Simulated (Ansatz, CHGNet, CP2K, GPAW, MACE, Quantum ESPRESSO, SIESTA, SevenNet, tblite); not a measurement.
# CP2K runs on random rock-salt alloy of NbC and TiC (64 atoms)

How do the settings of CP2K change the result for random rock-salt alloy of NbC and TiC (64 atoms)? A plane-wave run serves as the yardstick.

Program: CP2K 2026.2. Level of theory: the method is named at each step. Results are calculated unless marked as measured.

## (1) Starting point

The cell holds 64 atoms: 28 Ti, 32 C and 4 Nb. Cell: a = 8.692 Å, b = 8.692 Å, c = 8.692 Å, α = 90.0°, β = 90.0°, γ = 90.0°. It derives from NbC (rock-salt), repeated 2×2×2. Rock-salt NbC, 2 x 2 x 2 conventional cells, 28 of 32 Nb sites given to Ti at random (x = 0.875), lattice by Vegard's rule (a = 4.346 Å); not relaxed, displaced by a Gaussian of 0.02 Å. Then every atom was moved at random, 0.02 Å r.m.s. a Cartesian component.

The yardstick, on the same geometry:

- method: Kohn-Sham DFT, PBE, SSSP efficiency 1.3.0 pseudopotentials, plane waves (Quantum ESPRESSO 7.5); sssp-pbe-1.3.0-efficiency, cutoffs 45/360 Ry, Γ point
- r.m.s. force component: 0.5088 eV/Å
- longest force: 1.728 eV/Å
- pressure: 1.386 GPa
- time: 3 min on 2 MPI ranks of Arm Neoverse V2, shared host
- CPU time: 6 min

## (2) PBE, DZVP-UZH, 800/50 Ry, diagonalisation

Method: Kohn-Sham DFT, PBE, GTH-PBE pseudopotentials, Gaussian and plane waves, DZVP-MOLOPT (UZH set), diagonalisation.

input.inp

```
&GLOBAL
  PROJECT cell
  RUN_TYPE ENERGY_FORCE
  PRINT_LEVEL LOW
&END GLOBAL
&FORCE_EVAL
  METHOD QS
  STRESS_TENSOR ANALYTICAL
  &DFT
    BASIS_SET_FILE_NAME BASIS_MOLOPT_UZH
    POTENTIAL_FILE_NAME POTENTIAL_UZH
    &MGRID
      CUTOFF 800
      REL_CUTOFF 50
      NGRIDS 5
    &END MGRID
    &QS
      EPS_DEFAULT 1.0E-12
    &END QS
    &SCF
      SCF_GUESS ATOMIC
      EPS_SCF 1.0E-06
      MAX_SCF 200
      ADDED_MOS 41
      &DIAGONALIZATION
        ALGORITHM STANDARD
      &END DIAGONALIZATION
      &SMEAR ON
        METHOD FERMI_DIRAC
        ELECTRONIC_TEMPERATURE [K] 580
      &END SMEAR
      &MIXING
        METHOD BROYDEN_MIXING
        ALPHA 0.15
        NBROYDEN 8
      &END MIXING
      &PRINT
        &RESTART OFF
        &END RESTART
      &END PRINT
    &END SCF
    &XC
      &XC_FUNCTIONAL PBE
      &END XC_FUNCTIONAL
    &END XC
    &PRINT
      &MULLIKEN ON
      &END MULLIKEN
      &LOWDIN ON
      &END LOWDIN
      &HIRSHFELD ON
      &END HIRSHFELD
      &MO ON
        EIGENVALUES T
        OCCUPATION_NUMBERS T
        MO_INDEX_RANGE 247 270
        &EACH
          QS_SCF 0
        &END EACH
        ADD_LAST NUMERIC
      &END MO
    &END PRINT
  &END DFT
  &SUBSYS
    &CELL
      A 8.69160 0.00000 0.00000
      B 0.00000 8.69160 0.00000
      C 0.00000 0.00000 8.69160
    &END CELL
    &COORD
      Ti 8.66987 0.00217 8.68413
      C 2.20402 0.07849 8.67891
      Ti 8.67648 2.19202 2.17881
      C 2.19889 2.19098 2.20019
      Ti 2.20002 0.06519 2.13170
      C 0.05502 8.68856 2.13952
      Ti 2.12284 2.19932 8.63267
      C 0.00869 2.21757 8.68969
      Ti 0.00904 8.67795 4.36518
      C 2.17942 0.00017 4.30547
      Ti 8.66848 2.20593 6.53469
      C 2.17785 2.20827 6.52991
      Ti 2.18811 8.65527 6.51896
      C 8.64953 0.06128 6.49932
      Nb 2.18837 2.19333 4.28557
      C 8.69056 2.08451 4.34615
      Ti 8.69030 4.37900 8.65944
      C 2.19063 4.33276 8.67265
      Nb 8.64049 6.57259 2.14648
      C 2.19289 6.49349 2.21949
      Ti 2.18681 4.30990 2.14361
      C 0.01434 4.39752 2.19698
      Ti 2.19028 6.52913 0.01556
      C 0.00965 6.54408 0.01226
      Ti 0.03876 4.32581 4.31894
      C 2.13135 4.34441 4.31347
      Ti 0.04728 6.54391 6.45777
      C 2.19072 6.49914 6.56746
      Ti 2.14091 4.35345 6.51635
      C 0.03303 4.34450 6.45699
      Ti 2.14709 6.52000 4.33155
      C 8.66422 6.52357 4.34085
      Ti 4.38117 8.64779 0.02651
      C 6.56894 8.66248 0.00087
      Ti 4.39977 2.12657 2.13709
      C 6.50740 2.14474 2.17777
      Ti 6.50558 8.69082 2.13109
      C 4.31973 0.02573 2.14204
      Nb 6.55573 2.18029 8.68030
      C 4.32059 2.12449 8.68586
      Ti 4.31747 8.67552 4.29287
      C 6.51244 0.02938 4.33050
      Nb 4.35301 2.18177 6.51574
      C 6.47594 2.19046 6.51913
      Ti 6.55660 0.00947 6.50097
      C 4.33407 8.67083 6.55268
      Ti 6.53869 2.14422 4.36909
      C 4.28722 2.22635 4.32564
      Ti 4.34919 4.37683 0.02929
      C 6.51070 4.35223 8.66101
      Ti 4.34050 6.45760 2.17203
      C 6.52026 6.54060 2.18828
      Ti 6.51948 4.33563 2.16264
      C 4.39934 4.32251 2.15378
      Ti 6.52896 6.52974 0.03798
      C 4.32520 6.48680 8.68882
[... 4 atom lines left out ...]
      Ti 6.53269 4.33163 6.59032
      C 4.35310 4.36901 6.49584
      Ti 6.49984 6.60170 4.36336
      C 4.40734 6.52696 4.38335
    &END COORD
    &KIND Ti
      BASIS_SET DZVP-MOLOPT-PBE-GTH-q12
      POTENTIAL GTH-PBE-q12
    &END KIND
    &KIND C
      BASIS_SET DZVP-MOLOPT-PBE-GTH-q4
      POTENTIAL GTH-PBE-q4
    &END KIND
    &KIND Nb
      BASIS_SET DZVP-MOLOPT-PBE-GTH-q13
      POTENTIAL GTH-PBE-q13
    &END KIND
  &END SUBSYS
  &PRINT
    &FORCES ON
    &END FORCES
    &STRESS_TENSOR ON
    &END STRESS_TENSOR
  &END PRINT
&END FORCE_EVAL
```

Started as:

```
$ OMP_NUM_THREADS=1 mpirun -np 4 cp2k.psmp -i input.inp > output.txt
```

Numbers of over 12 decimals in the logs are rounded to 6 here.

Output:

```text
CP2K| version string:                                       CP2K version 2026.2
 CP2K| Input file name                                                 input.inp
 GLOBAL| Basis set file name                                    BASIS_MOLOPT_UZH
 GLOBAL| Potential file name                                       POTENTIAL_UZH
 GLOBAL| Run type                                                   ENERGY_FORCE
 GLOBAL| Total number of message passing processes                             4
 GLOBAL| Number of threads for this process                                    1
 TOTAL NUMBERS AND MAXIMUM NUMBERS
  Total number of            - Atomic kinds:                                   3
                             - Atoms:                                         64
                             - Shell sets:                                    64
                             - Shells:                                       416
                             - Primitive Cartesian functions:                352
                             - Cartesian basis functions:                   1440
                             - Spherical basis functions:                   1248
  Maximum angular momentum of- Orbital basis functions:                        3
                             - Local part of the GTH pseudopotential:          2
                             - Non-local part of the GTH pseudopotential:      4
 SCF PARAMETERS         Density guess:                                    ATOMIC
                        max_scf:                                             200
                        eps_scf:                                        1.00E-06
                        added MOs                                        41    0
                        Mixing method:                            BROYDEN_MIXING
                                                charge density mixing in g-space
                        Smear method:                                FERMI_DIRAC
                        Electronic temperature [K]:                        580.0
                        Electronic temperature [a.u.]:                  1.84E-03
                        Accuracy threshold:                             1.00E-10
 Extrapolation method: initial_guess
 Number of electrons:                                                        516
 Number of occupied orbitals:                                                258
 Number of molecular orbitals:                                               299
 Number of orbital functions:                                               1248
 Number of independent orbital functions:                                   1248
 SCF WAVEFUNCTION OPTIMIZATION
  Step     Update method      Time    Convergence         Total energy    Change
     1 NoMix/Diag. 0.15E+00    5.8     1.05248192     -2055.1250160063 -2.06E+03
     2 Broy./Diag. 0.15E+00    8.1     0.26150706     -2073.7094794770 -1.86E+01
     3 Broy./Diag. 0.15E+00    8.2     0.24725452     -2053.8375366214  1.99E+01
     4 Broy./Diag. 0.15E+00    8.3     0.08410140     -2034.6095769520  1.92E+01
[...]
19 Broy./Diag. 0.15E+00    8.2     0.00000154     -2036.1422092944  6.19E-06
    20 Broy./Diag. 0.15E+00    8.2     0.00000068     -2036.1422433472 -3.41E-05
  *** SCF run converged in    20 steps ***
  Electronic density on regular grids:       -516.0000000000        0.0000000000
  Core density on regular grids:              515.9999999997       -0.0000000003
  Total charge density on r-space grids:       -0.0000000003
  Total charge density g-space grids:          -0.0000000003
  Overlap energy of the core charge distribution:               3.9654e-10
  Self energy of the core charge distribution:              -3824.962016
  Core Hamiltonian energy:                                    980.118391
  Hartree energy:                                            1097.452927
  Exchange-correlation energy:                               -288.737434
  Electronic entropic energy:                                  -0.014112
  Fermi energy:                                                 0.448354
  Total energy:                                             -2036.142243
  Total energy (extrapolated to T->0):                      -2036.135187
 MO| EIGENVALUES AND OCCUPATION NUMBERS
 MO|
 MO|  Index      Eigenvalue [a.u.]        Eigenvalue [eV]             Occupation
 MO|    247               0.433306              11.790853               1.999447
 MO|    248               0.434484              11.822920               1.998950
 MO|    249               0.435302              11.845181               1.998361
[...]
MO|    269               0.518299              14.103622               0.000000
 MO|    270               0.519273              14.130124               0.000000
 MO| Sum:                                                             516.000000
 MO| E(Fermi):            0.448354 a.u.         12.200342 eV
 !-----------------------------------------------------------------------------!
                     Mulliken Population Analysis
 #  Atom  Element  Kind  Atomic population                           Net charge
       1     Ti       1         11.768969                              0.231031
       2     C        2          4.199021                             -0.199021
       3     Ti       1         11.738190                              0.261810
[...]
# Total charge                            516.000000                 -0.000000
 !-----------------------------------------------------------------------------!
 !-----------------------------------------------------------------------------!
                           Hirshfeld Charges
  #Atom  Element  Kind  Ref Charge     Population                    Net charge
      1       Ti     1      12.000         13.094                        -1.094
      2       C      2       4.000          2.946                         1.054
      3       Ti     1      12.000         13.054                        -1.054
[...]
63       Ti     1      12.000         13.097                        -1.097
     64       C      2       4.000          2.939                         1.061
  Total Charge                                                           -0.000
 !-----------------------------------------------------------------------------!
 LOWDIN POPULATION ANALYSIS
 #  Atom  Element  Kind  Atomic population                           Net charge
[...]
63     Ti       1         12.376160                             -0.376160
      64     C        2          3.643257                              0.356743
 # Total charge                            516.000000                 -0.000000
 ENERGY| Total FORCE_EVAL ( QS ) energy [hartree]          -2036.142306
 FORCES| Atomic forces [hartree/bohr]
 FORCES|   Atom     x               y               z               |f|
 FORCES|      1  1.62379984E-02  6.90532219E-03 -6.14916163E-03   1.86860444E-02
 FORCES|      2 -2.02434940E-03 -1.45404712E-02 -3.11649786E-04   1.46840191E-02
 FORCES|      3 -3.06982627E-03 -2.82566845E-03 -1.95798981E-03   4.60890005E-03
[...]
FORCES|     63  6.50471129E-03 -1.96275212E-02  2.73521669E-03   2.08574271E-02
 FORCES|     64 -1.82833470E-02  1.35063737E-03 -1.06057711E-02   2.11798815E-02
 FORCES| Sum     1.00342012E-04  7.70101749E-05  2.60438879E-05
 FORCES| Total atomic force                                       1.29140894E-04
 STRESS| Analytical stress tensor [bar]
 STRESS|                        x                   y                   z
 STRESS|      x        2.45836273157E+04  -2.36452969879E+03  -1.30558763444E+03
 STRESS|      y       -2.36452969879E+03   2.09628501519E+04  -1.22407296304E+03
 STRESS|      z       -1.30558763444E+03  -1.22407296304E+03   2.23133789758E+04
 STRESS| 1/3 Trace                                             2.26199521478E+04
```

Elapsed: 3.4 min, on 4 MPI ranks of Arm Neoverse V2, shared host; peak memory 5 GiB.

Banners, paths, timers and routine set-up lines are dropped from the logs unmarked, and long logs keep their key lines alone; longer cuts are marked.

Numbers from this run, and their distance from the reference:

- r.m.s. force component: 0.5218 eV/Å
- r.m.s. difference of force components: 21.51 meV/Å
- longest difference of force vectors: 81.3 meV/Å
- force difference over r.m.s. force: 4.227 %
- slope of forces against the reference's: 1.025
- correlation of force components: 0.9994
- pressure: 2.262 GPa
- pressure difference: 0.8763 GPa

Length of the force difference by element (eV/Å):

```csv
element,atoms,mean,most
C,32,0.041,0.081
Nb,4,0.026,0.037
Ti,28,0.017,0.042
```

Local excerpt of 9 atoms (numbers count through the whole input) about Nb39, one of the 4 Nb atoms; x, y, z are measured from there.

```csv
atom,x,y,z,distance (Å),bonds,Mulliken charge (e),Fx,Fy,Fz (eV/Å)
Nb39,0.00,0.00,0.00,0.00,6,0.11,-0.26,-0.28,0.67
C8,2.14,0.04,0.01,2.14,6,-0.21,0.19,-0.56,0.07
C44,-0.08,0.01,-2.16,2.16,6,-0.22,1.11,-0.23,-0.61
C50,-0.05,2.17,-0.02,2.17,6,-0.20,0.23,0.21,0.73
C36,-0.05,-0.04,2.19,2.19,6,-0.21,0.41,0.36,0.32
C34,0.01,-2.21,0.01,2.21,6,-0.20,-0.45,0.17,-0.34
C40,-2.24,-0.06,0.01,2.24,6,-0.22,-0.19,0.70,0.34
Ti61,-0.02,2.15,-2.09,3.00,6,0.20,0.16,0.83,-1.27
Ti11,2.11,0.03,-2.15,3.01,6,0.21,0.67,-0.08,-0.60
```

Forces lie 4.2 % from the reference's, at 2.3 times its CPU time (on 4 against 2 cores).

(Continued in part 2 of 2.)

[Also dropped from logs without a mark: logging warnings of Python, and SIESTA's first energy breakdown and zero terms.]

[Logs are printed without paths, hosts, clocks, repeated set-up lines and the standing remarks that a program may print on its own settings, such as how far it seeks lower states.]

[Hosts, paths, dates, database ids (printed as entryN), source tags and the programs' standing remarks are cut or masked in the printed files.]
